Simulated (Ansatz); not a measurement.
Rows from a G0W0 calculation on Bi4Te3Se3 (quasi-random alloy, started on the Bi2Te3 lattice) (P1) (Ansatz 0.2.0; G0W0 on PBEsol, plane waves, PAW; PAW set soft_1; 2×2×2 mesh, 2271 empty bands, screening to 90 eV, PAW set soft_1 files), in eV. Spin-orbit coupling is left out.

```csv
row,k,band,start,Σx,Σc at the solution,Vxc
A,Γ,c1,10.148,-10.035,-3.102,-13.297
B,Γ,c2,10.518,-10.019,-3.162,-13.336
C,Γ,v2,9.568,-15.690,0.768,-14.850
D,Γ,v3,9.421,-15.968,0.955,-14.925
E,Γ,v1,10.000,-15.541,0.404,-15.122
F,Γ,c3,10.780,-10.258,-3.031,-13.413
```

Q: Give the quasiparticle energies and the shift of each level.

The quasiparticle equation reads E = start + Σx + Σc(E) − Vxc.

```csv
row,E (eV),shift (eV)
A,10.307,+0.160
B,10.674,+0.156
C,9.496,−0.072
D,9.333,−0.088
E,9.984,−0.016
F,10.905,+0.125
```

The gap over the computed points goes from 0.15 eV to 0.32 eV.

Limits: not at the basis limit; model gap, bands may invert with spin-orbit coupling; mesh may overstate the screening; no spin-orbit coupling; coarse k mesh.

[Paths, hosts, dates, memory and timing lines, banners, echoed tables and standing remarks are left out of the program output.]

[Logs are printed without paths, hosts, clocks, repeated set-up lines and the standing remarks that a program may print on its own settings, such as how far it seeks lower states.]

[Runs of the session that timed out or met a known fault of the program may be left out.]

[Cells called generated may have been cut or substituted from an entry of the Crystallography Open Database or the Materials Project.]

[Hosts, paths, dates, database ids (printed as entryN), source tags and the programs' standing remarks are cut or masked in the printed files.]
